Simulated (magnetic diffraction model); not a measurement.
# ZnCoSb6: the ordered moment from one line

Space group C2/m (no. 12), a = 13.0220 Å, b = 9.5040 Å, c = 9.1920 Å, β = 134.18°.

```
site  atom       x       y       z
  8j    Sb  0.6517  0.8361  0.1544
  8j    Sb  0.4949  0.6590  0.6602
  4i    Sb  0.3428       0  0.1862
  4i    Sb  0.8378     1/2  0.4984
  4e    Zn     3/4     3/4       0
  4f    Co     3/4     1/4     1/2
```

This is a made-up structure (elements placed in a structure type, unrelaxed), so the numbers test the method and describe no known phase.

Only Co is taken to order (form factors of Co2+); orders and moment sizes are assumed, and not adapted to the symmetry. Radiation: neutrons of λ = 1.909 Å, 5° to 35°; isotropic B of 0.26 Å² (Sb), 0.32 Å² (Zn) and 0.35 Å² (Co). The intensities are simulated: I ∝ L Σ (|F_N|² + |F_M⊥|²) for unpolarised neutrons, with F_M = 2.695 fm/μB × Σ f(s) S exp(2πi Q·r) exp(−B s²) at Q = H ± k (one set where k and −k are equivalent), only the part normal to Q counting and L = 1/(sin²θ cos θ). For collinear order S is the moment m, which repeats by lattice and centring translations R with the sign exp(−2πi k·R). Form factors are spin-only for 3d ions and dipole or tabulated for f ions, scattering lengths are Sears's of 1992, and absorption is left out. A label names one of the reflections at its angle. The strongest nuclear line in the range is 100, and lines under 0.2 are left out.

In a first state the assumed order is k = (1 0 0), collinear moments along [010], 2.36 μB on Co; signs + at (3/4, 1/4, 1/2), − at (3/4, 3/4, 1/2), with this pattern:

```tsv
2θ (°)	index	nuclear	magnetic
16.48	(1 1 0)	63.4	0.0
16.61	(1 1 -1)	43.5	0.0
16.86	(2 0 -1)	71.3	0.0
20.30	(0 1 1)	0.0	91.3
20.47	(2 1 -1)	0.0	90.3
23.18	(0 2 0)	71.1	0.0
23.59	(2 0 0)	42.7	0.0
23.98	(2 0 -2)	69.1	0.0
26.33	(2 1 0)	0.0	59.5
26.68	(2 1 -2)	0.0	58.0
28.67	(0 2 1)	100.0	0.0
28.80	(2 2 -1)	1.3	0.0
28.87	(1 1 1)	31.8	0.0
29.11	(1 1 -2)	23.2	0.0
29.12	(3 1 -1)	22.7	0.0
29.36	(3 1 -2)	32.6	0.0
```
(The table stops after 16 lines; 4 more lie at higher angle.)

**Question.** Nearer the ordering temperature the line at 20.30° has total intensity 44.6 on the same scale, and all moments have shrunk alike. How large is the Co moment?

The nuclear part, 0.0, stays, so the magnetic part is 44.6 against 91.3. It goes as m², so m = 2.36 × √(44.6/91.3) = 1.65 μB; the value used was 1.65 μB.

[Logs are printed without paths, hosts, clocks, repeated set-up lines and the standing remarks that a program may print on its own settings, such as how far it seeks lower states.]
